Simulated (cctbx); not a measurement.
## Reading a Patterson map

Space group I4/mmm (no. 139), a = 4.0590 Å, b = 4.0590 Å, c = 10.4840 Å, α = 90.00°, β = 90.00°, γ = 90.00°, content Pr2 Fe4 Ti4.

Simulated single-crystal data (cctbx): Cu Kα, λ = 1.54184 Å, to d = 0.8 Å, 80 % of the full sphere, strongest reflection 20000 counts, noise from counting, a 6 % proportional error and a noise floor of 15 counts (s.d.); no absorption.

Patterson synthesis from sharpened amplitudes, origin scaled to 1000:

```text
Patterson group I 4/m m m
      u       v       w   height  length (A)
  0.000   0.000   0.000   1000.0     0.00
  0.000   0.500   0.250    499.7     3.31
  0.000   0.000   0.367    362.5     3.85
  0.000   0.000   0.500    219.4     5.24
  0.000   0.500   0.130    136.6     2.44
  0.000   0.000   0.259     94.9     2.72
  0.000   0.000   0.108     78.3     1.13
  0.135   0.135   0.177     57.6     2.01
  0.144   0.144   0.452     52.1     4.81
  0.000   0.310   0.500     51.2     5.39
  0.251   0.251   0.125     49.4     1.94
  0.000   0.193   0.259     43.7     2.82
  0.000   0.285   0.000     43.1     1.16
  0.000   0.500   0.000     42.6     2.03
```

**Question.** Which atom pairs make the peaks, and where is the heaviest atom?

A peak at u stands for all pairs with xi − xj = u, with weight Σ ZiZj against Σ Z² = 11602 at the origin. Peak heights follow these weights only roughly, since form factors, motion and series ripples differ, all vectors within 0.55 Å of a peak are counted as merged into it though the farther ones add only part of their weight, and F(000) is left out, which lowers the whole map:

| u | v | w | shortest length (Å) | height | 1000 ΣZiZj/ΣZ² | pairs in the cell |
| --- | --- | --- | --- | --- | --- | --- |
| 0.000 | 0.500 | 0.250 | 3.31 | 500 | 529 | 4 × Pr–Fe |
| 0.000 | 0.000 | 0.367 | 3.19 | 362 | 448 | 4 × Pr–Ti |
| 0.000 | 0.000 | 0.500 | 2.87 | 219 | 233 | 4 × Fe–Fe |
| 0.000 | 0.500 | 0.130 | 2.44 | 137 | 197 | 4 × Fe–Ti |
| 0.000 | 0.000 | 0.259 | 2.72 | 95 | 83 | 2 × Ti–Ti |
| 0.000 | 0.000 | 0.108 | 1.13 | 78 | 0 | none within 0.55 Å |
| 0.135 | 0.135 | 0.177 | 2.01 | 58 | 0 | none within 0.55 Å |
| 0.144 | 0.144 | 0.452 | 2.10 | 52 | 0 | none within 0.55 Å |
| 0.000 | 0.310 | 0.500 | 2.17 | 51 | 0 | none within 0.55 Å |
| 0.251 | 0.251 | 0.125 | 1.95 | 49 | 0 | none within 0.55 Å |

The table stops at ten peaks or at a height of 45, below which ripples compete. In the model behind the data Pr, the heaviest element, has 1 independent site: (0, 0, 0), up to an allowed shift of origin. No listed peak is a Pr–Pr vector, so the position follows from the cell content and the cross vectors. The whole model:

| atom | mult. | x | y | z | Ueq (Å²) |
| --- | --- | --- | --- | --- | --- |
| Pr1 | 2 | 0 | 0 | 0 | 0.0034 |
| Fe1 | 4 | 1/2 | 0 | 1/4 | 0.0047 |
| Ti1 | 4 | 0 | 0 | 0.3649 | 0.0058 |

The model was made for the exercise: a known structure type with other elements put in, its volume estimated, not relaxed; displacement parameters are assumed.

[Logs are printed without paths, hosts, clocks, repeated set-up lines and the standing remarks that a program may print on its own settings, such as how far it seeks lower states.]
